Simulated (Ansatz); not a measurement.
## Sampling a charged cell: V_O in MgO (Fm-3m)

Aim: the (+1/0) level of V_O in MgO (Fm-3m) as a function of the k-point sampling, with the cost of each choice. The model is a cell of 72 host atoms with 1 O taken out; the atoms are relaxed once and then held.

Main program and level: Ansatz 0.2.0; plane-wave PAW DFT; relaxations with PBEsol, then single points with PBEsol, on supercells at fixed charge in a uniform background.

## (1) The structure

The cell holds 71 atoms: 36 Mg and 35 O. Its edges and angles: a = 8.941 Å, b = 8.941 Å, c = 11.921 Å, α = 60.0°, β = 60.0°, γ = 60.0°. It derives from MgO (space group Fm-3m). Nearest the centre at fractional (0.500, 0.500, 0.625): Mg62 at 2.11 Å, Mg60 at 2.11 Å, Mg44 at 2.11 Å, Mg46 at 2.11 Å, Mg38 at 2.11 Å, Mg68 at 2.11 Å, O45 at 2.98 Å, O14 at 2.98 Å. The cell carries charge +1.

Coordinates:

```xyz
71
Lattice="0.0000 6.3223 6.3223 6.3223 0.0000 6.3223 8.4297 8.4297 0.0000" Properties=species:S:1:pos:R:3 pbc="T T T"
Mg    0.0000    0.0000    0.0000
O     2.1075    2.1075    2.1075
Mg    2.1074    2.1074    0.0000
O     4.2149    4.2149    2.1075
Mg    4.2149    4.2149    0.0000
O     6.3223    6.3223    2.1075
Mg    6.3223    6.3223    0.0000
O     8.4298    8.4298    2.1075
Mg    2.1074    0.0000    2.1074
O     4.2149    2.1075    4.2149
Mg    4.2148    2.1074    2.1074
O     6.3223    4.2149    4.2149
Mg    6.3223    4.2149    2.1074
O     8.4297    6.3223    4.2149
Mg    8.4297    6.3223    2.1074
O    10.5372    8.4298    4.2149
Mg    4.2149    0.0000    4.2149
O     6.3223    2.1075    6.3223
Mg    6.3223    2.1074    4.2149
O     8.4297    4.2149    6.3223
Mg    8.4298    4.2149    4.2149
O    10.5371    6.3223    6.3223
Mg   10.5372    6.3223    4.2149
O    12.6446    8.4298    6.3223
Mg    0.0000    2.1074    2.1074
O     2.1075    4.2149    4.2149
Mg    2.1074    4.2148    2.1074
O     4.2149    6.3223    4.2149
Mg    4.2149    6.3223    2.1074
O     6.3223    8.4297    4.2149
Mg    6.3223    8.4297    2.1074
O     8.4298   10.5372    4.2149
Mg    2.1074    2.1074    4.2148
O     4.2149    4.2149    6.3223
Mg    4.2148    4.2148    4.2148
O     6.3223    6.3223    6.3223
Mg    6.3223    6.3223    4.2148
Mg    8.4297    8.4297    4.2148
O    10.5372   10.5372    6.3223
Mg    4.2149    2.1074    6.3223
O     6.3223    4.2149    8.4297
Mg    6.3223    4.2148    6.3223
O     8.4297    6.3223    8.4297
Mg    8.4298    6.3223    6.3223
O    10.5371    8.4297    8.4297
Mg   10.5372    8.4297    6.3223
O    12.6446   10.5372    8.4297
Mg    0.0000    4.2149    4.2149
O     2.1075    6.3223    6.3223
Mg    2.1074    6.3223    4.2149
O     4.2149    8.4297    6.3223
Mg    4.2149    8.4298    4.2149
O     6.3223   10.5371    6.3223
Mg    6.3223   10.5372    4.2149
O     8.4298   12.6446    6.3223
Mg    2.1074    4.2149    6.3223
O     4.2149    6.3223    8.4297
Mg    4.2148    6.3223    6.3223
O     6.3223    8.4297    8.4297
Mg    6.3223    8.4298    6.3223
O     8.4297   10.5371    8.4297
Mg    8.4297   10.5372    6.3223
O    10.5372   12.6446    8.4297
Mg    4.2149    4.2149    8.4298
O     6.3223    6.3223   10.5371
Mg    6.3223    6.3223    8.4298
O     8.4297    8.4297   10.5371
Mg    8.4298    8.4298    8.4298
O    10.5371   10.5371   10.5371
Mg   10.5372   10.5372    8.4298
O    12.6446   12.6446   10.5371
```

Known beforehand: the electronic dielectric constant, 3.24, and the static one, 10.37, computed on the host (DFPT, PBEsol).

The cell's shortest repeat is 8.9 Å.

## (2) Relaxing both charge states, PBEsol

The study needs fixed structures, so each charge is relaxed once, at one point at (¼, ¼, ¼), from small random displacements that break the symmetry of the site.

Input file qp1_M1.relax/input.yaml:

```yaml
crystal:
  lattice:
    - [0.0, 2.10743285, 2.10743285]
    - [2.10743285, 0.0, 2.10743285]
    - [2.10743285, 2.10743285, 0.0]
  atoms:
    - { symbol: Mg, position: [0.0, 0.0, 0.0] }
    - { symbol: O, position: [0.5, 0.5, 0.5] }
  supercell: [3, 3, 4]
  defects: [{ vacancy: 37 }]
total_charge: 1
basis:
  ecutwfc: 420
  xc_grid: 2
hamiltonian:
  xc: pbesol
  pseudopotentials: { kind: paw, azcp: { folder: soft_1 }, xc_functional: pbe }
kpoints:
  mp_grid: { grid: [1, 1, 1], shift: [0.25, 0.25, 0.25] }
magnetization:
  spin_polarized: true
  initial_magnetization: 1
  spin_locking: { lock_magnetization: hard }
scf:
  occupations: { method: fixed }
  max_iter: 100
output:
  forces: true
  charged_corrections:
    epsilon: 3.24
    static_epsilon: 10.37
    defect_position: [0.5, 0.5, 0.625]
relax:
  f_tol: 0.015
  max_steps: 60
  random_displacement: { amplitude: 0.04, seed: 1637 }
checkpoint:
  write: "../qp1_M1.relax.run"
  compress: false
  write_wavefunctions: true
  write_every: 100000
```

On the command line:

```console
ansatz run input.yaml --threads 32 --pin off --max-ram 84787MiB --backend cuda --events-out ev --progress --plain --runs-dir out --max-vram 78GiB
```

Numbers of over 12 decimals in the logs are rounded to 6 here.

The program printed:

```text
[... repeated set-up lines and file paths are left out, and long positions are rounded to six places ...]
Engine: ansatz 0.2.0, aarch64-unknown-linux-gnu
Pseudopotentials: kind: paw
Pseudopotential: Mg, paw, valence charge 10, recommended cutoff 420 eV (normal), soft_1/Mg.paw.azcp
Pseudopotential: O, paw, valence charge 6, recommended cutoff 420 eV (normal), soft_1/O.paw.azcp
Functional definition: PBEsol
  exchange = pbesol_x
  correlation = pbesol_c
[...]
Crystal: 71 atoms, lattice volume = 673.897 Å³
Basis set: ecut = 420 eV, 13123 PW (Γ), exchange–correlation on 120×120×160 points (8 copies of the dense FFT grid, shifted against one another)
Bands: 356, of which v1, the nominal top of the filled ones, is band 285 counted from 1 (284 counted from 0)
Symmetry: 1 space group operations
k-points: 1
Non-local potential: Mg, projectors of the file, l = 0: 3, l = 1: 2, l = 2: 1
Non-local potential: O, projectors of the file, l = 0: 2, l = 1: 2, l = 2: 1
PAW form: soft (Blöchl's): semilocal exchange-correlation on the pseudo side does not see the compensation charge
PAW frozen core: Mg, regenerated for the run's functional, and the local potential with it (the file was generated under x = pbe(κ = 0.804, μ = 0.219515), c = pbe(β = 0.066725))
PAW frozen core: O, regenerated for the run's functional, and the local potential with it (the file was generated under x = pbe(κ = 0.804, μ = 0.219515), c = pbe(β = 0.066725))
PAW one-centre angular grid: Mg, 110 points (default); XC on 64 Gauss nodes
PAW one-centre angular grid: O, 110 points (default); XC on 64 Gauss nodes
Initial density: superposition of atomic densities (chi_scale 0.1, normalization cell, long waves kept (reshape's long-wave potential 0.41 eV rms))
Starting moments: Σ|m| = 1 μB on 71 of 71 sites
Initial wavefunctions: pseudopotential atomic-orbital guess
[...]
Functional: x = pbesol(κ = 0.804, μ = 0.123457), c = pbesol(β = 0.046)
SCF iter   1: F=—  HF=-88575.946375 eV  |Δ(HF+E_count)|=         —  Δρ=3.88e-2 (↑3.60e-2 ↓3.88e-2)  dr2=1.93e1  dr2_m=7.14e-2  M=1.000 μB ∫|m|=1.046 μB  Hψ=2334
preconditioner: auto → Resta (q_TF=auto, 2.652 Å⁻¹)  ε∞=3.4  [insulator: Δε(μ)=0.684 eV  Ē_g=15.431 eV  n_scr=214 (ndim 8)  ℏωp=24.0 eV  f_vac=0.000  ε∞_Penn≈3.4]
spin=Collinear: Resta preconditioning applied to the charge; magnetization (m = ρ↑ − ρ↓) channel mixes plain (no charge-response kernel on spin).
SCF iter   2: F=—  HF=-88574.357840 eV  |Δ(HF+E_count)|=    1.59e0  Δρ=2.65e-2 (↑2.46e-2 ↓2.65e-2)  dr2=9.78e0  dr2_m=4.07e-2  M=1.000 μB ∫|m|=1.048 μB  Hψ=767
[...]
SCF iter   8: F=-88574.943287 eV  HF=-88574.943286 eV  |Δ(HF+E_count)|=   1.13e-5  Δρ=1.23e-5 (↑1.20e-5 ↓1.23e-5)  dr2=2.28e-6  dr2_m=9.72e-9  M=1.000 μB ∫|m|=1.051 μB  Hψ=1859
SCF 1 converged in 8 iterations: F = -88574.943287 eV  dr2 = 2.28e-6
[...]
relax step   1: F+E_penalty+E_count = -88574.94328686 eV  Δ(F+E_penalty+E_count) = +0.000e0 eV  max|allowed force component| = 2.250e0 eV/Å  Δτ_max = 0.0000 Å  (8 SCF iters, dr2 threshold 5.63e-6 eV, accepted)
[...]
relax step   2: F+E_penalty+E_count = -88576.19677092 eV  Δ(F+E_penalty+E_count) = -1.253e0 eV  max|allowed force component| = 6.989e-1 eV/Å  Δτ_max = 0.1419 Å  (6 SCF iters, dr2 threshold 1.00e-4 eV, accepted)
[...]
relax step   4: F+E_penalty+E_count = -88576.52211301 eV  Δ(F+E_penalty+E_count) = -2.344e-3 eV  max|allowed force component| = 6.555e-3 eV/Å  Δτ_max = 0.0067 Å  (6 SCF iters, accepted)
[...]
NSCF: frozen V_eff on 1 k-points
[...]
SCF converged after 6 iterations
Stability checked in part: among states of this total moment the steps that led to this state did not find it unstable. No probe was made; neither looks for a lower state of another moment (fixed_total_moment; see scf.lower_state_search)
Magnetization: 1.0000 μB (285.0000 up, 284.0000 down)
Absolute magnetization: 1.0386 μB (∫|ρ↑−ρ↓|, with the PAW one-centre terms)
Spin contamination: 0.0023 ħ² per cell (⟨S²⟩ above its minimum at these occupations)
Per-site moments (μB) at R_I (Å): [(4.942689428892604e-5, 0.865091), (0.000379405, 0.866120), (4.942623496296496e-5, 0.865089), [... 6 left out ...]
Free energy (F): -88576.522113 eV
Harris-Foulkes:  -88576.522113 eV  (|F-HF|=4.79e-9)
Internal energy: -88576.522113 eV  (E = F + TS)
E sigma→0 (E₀):  -88576.522113 eV
Fermi energy:    9.678295 (↑ 9.678295, ↓ 7.741112) eV
--- Per-component energies (eV) ---
  E_band       = -10634.932223
  E_kinetic    = 8555.494754
  E_local      = -61510.054934  (includes V_loc(G=0)·N_el)
  E_nonlocal   = 8861.255932
  E_hartree    = 20480.090738
  E_xc         = -3495.705097
  E_vxc        = -4502.855705  (∫ρ·V_xc dr)
  E_paw        = -15909.538447  (= ΣΔE_a)
  E_vpaw       = -2998.976933  (= ΣTr[D̂ρ^β])
  E_aug_tail   = 0.025385  (compensation charges beyond the density's cutoff)
  E_ewald      = -45561.444565
  E_core_change = 3.354121  (= ΣΔE_core)
  E_smearing   = -0.000000  (= −TS)
  E_closure    = -0.000000  (closes the sum)
  E_deformation_potential = 18.095669  (in the stress; not in F)
  Σ components = -88576.522113   (vs F -88576.522113, Δ=0.00e0)
--- Forces (eV/Å), atoms counted from 1 ---
  atom   1  Mg     0.00014205     0.00023296    -0.00006663
  atom   2  O     -0.00001750     0.00032265    -0.00046346
  [... 4 atoms left out ...]
  [... 65 more lines of this table ...]
  max |Σ_I F_I| component: 1.06e-4 eV/Å
--- Charged-cell corrections in eV (Makov–Payne, q = +1.000 e, ε = 10.370) ---
  F (periodic)     = -88576.522113  (uncorrected; the corrections below are reported, never added to it)
  E_corr1          = +0.225087  (monopole, q²α_M/2εL)
  F Makov-Payne    = -88576.297026  (F + E_corr1; no measured alignment; for a localised charge, not one spread in a band: unchecked)
  no potential alignment in this run, which stands beside a crystal: run the host's input off ansatz write-host-input, and read the two finished runs by ansatz place-levels (neither reads a slab, a wire or a sheet, whose cell leaves a vacuum)
--- Band table (eV) ---
  k-point 0 ↑: bands = ["-64.2459", "-64.2458", "-64.2335", "-64.2329", "-64.2328", "-64.2321", "-64.0504", "-64.0490", "-64.0487", [... rest cut ...]
  k-point 0 ↓: bands = ["-64.2374", "-64.2373", "-64.2248", "-64.2242", "-64.2241", "-64.2234", "-64.0499", "-64.0485", "-64.0483", [... rest cut ...]
--- Relaxed structure (4 steps of the walk, 4 accepted, 0 SCFs on fresh bases) ---
  F+E_penalty+E_count = -88576.52211301 eV   max|allowed force component| = 6.555e-3 eV/Å
  atoms:
    - { symbol: Mg, position: [-0.000770, -0.000399, 0.000865] }
    - { symbol: O, position: [0.167049, 0.167420, 0.123493] }
    [... 4 atoms left out ...]
  [... 65 more lines of this table ...]
```

The job ended after 3.8 s (1 × NVIDIA GB200 with 32 threads of Arm Neoverse V2, shared host; peak memory 1.6 GiB).

The steps of the relaxation:

| step | energy less that of the first step (eV) | largest force component (eV/Å) |
| --- | --- | --- |
| 1 | 0.0000 | 2.2502 |
| 2 | -1.2535 | 0.6989 |
| 3 | -1.5765 | 0.0531 |
| 4 | -1.5788 | 0.0066 |

The atoms that moved most (Å, from the sites as typed, ahead of the random displacement, the mean shift of all atoms taken out):

| atom | dx | dy | dz | length |
| --- | --- | --- | --- | --- |
| Mg60 | -0.104 | -0.002 | 0.003 | 0.104 |
| Mg62 | 0.002 | 0.104 | -0.003 | 0.104 |
| Mg46 | 0.104 | 0.002 | -0.003 | 0.104 |
| Mg44 | -0.003 | -0.104 | 0.003 | 0.104 |
| Mg68 | -0.002 | -0.002 | 0.102 | 0.102 |
| Mg38 | 0.002 | 0.002 | -0.102 | 0.102 |
| O39 | -0.021 | -0.021 | 0.000 | 0.030 |
| O36 | 0.021 | 0.021 | 0.000 | 0.030 |

Neighbours of the ideal centre at the end:

| atom | distance (Å) |
| --- | --- |
| Mg62 | 2.207 |
| Mg68 | 2.209 |
| Mg46 | 2.209 |
| Mg38 | 2.210 |
| Mg60 | 2.214 |
| Mg44 | 2.216 |
| O39 | 2.946 |
| O32 | 2.948 |
| O16 | 2.950 |
| O59 | 2.952 |
| O61 | 2.953 |
| O43 | 2.954 |
| O53 | 2.954 |
| O45 | 2.955 |
| O36 | 2.955 |
| O22 | 2.957 |

| charge | moment (μB) | steps | largest displacement (Å) | time |
| --- | --- | --- | --- | --- |
| 0 | 0 | 5 | 0.02 | 3.2 s |
| +1 | 1 | 4 | 0.10 | 3.8 s |

The relaxation ends 22 meV an atom lower than the displaced start, with a largest force component of 0.0066 eV/Å.

[end of part 1 of 2]

[Logs are printed without paths, hosts, clocks, repeated set-up lines and the standing remarks that a program may print on its own settings, such as how far it seeks lower states.]

[Hosts, paths, dates, database ids (printed as entryN), source tags and the programs' standing remarks are cut or masked in the printed files.]

[Where a table of states has a column of steps, it counts the stored structures, which are thinned; the runs took as many ionic steps or more.]

[For some hosts the program warned that the k-mesh of the response run may be too coarse for force constants and the static dielectric constant; such warnings are not shown here.]
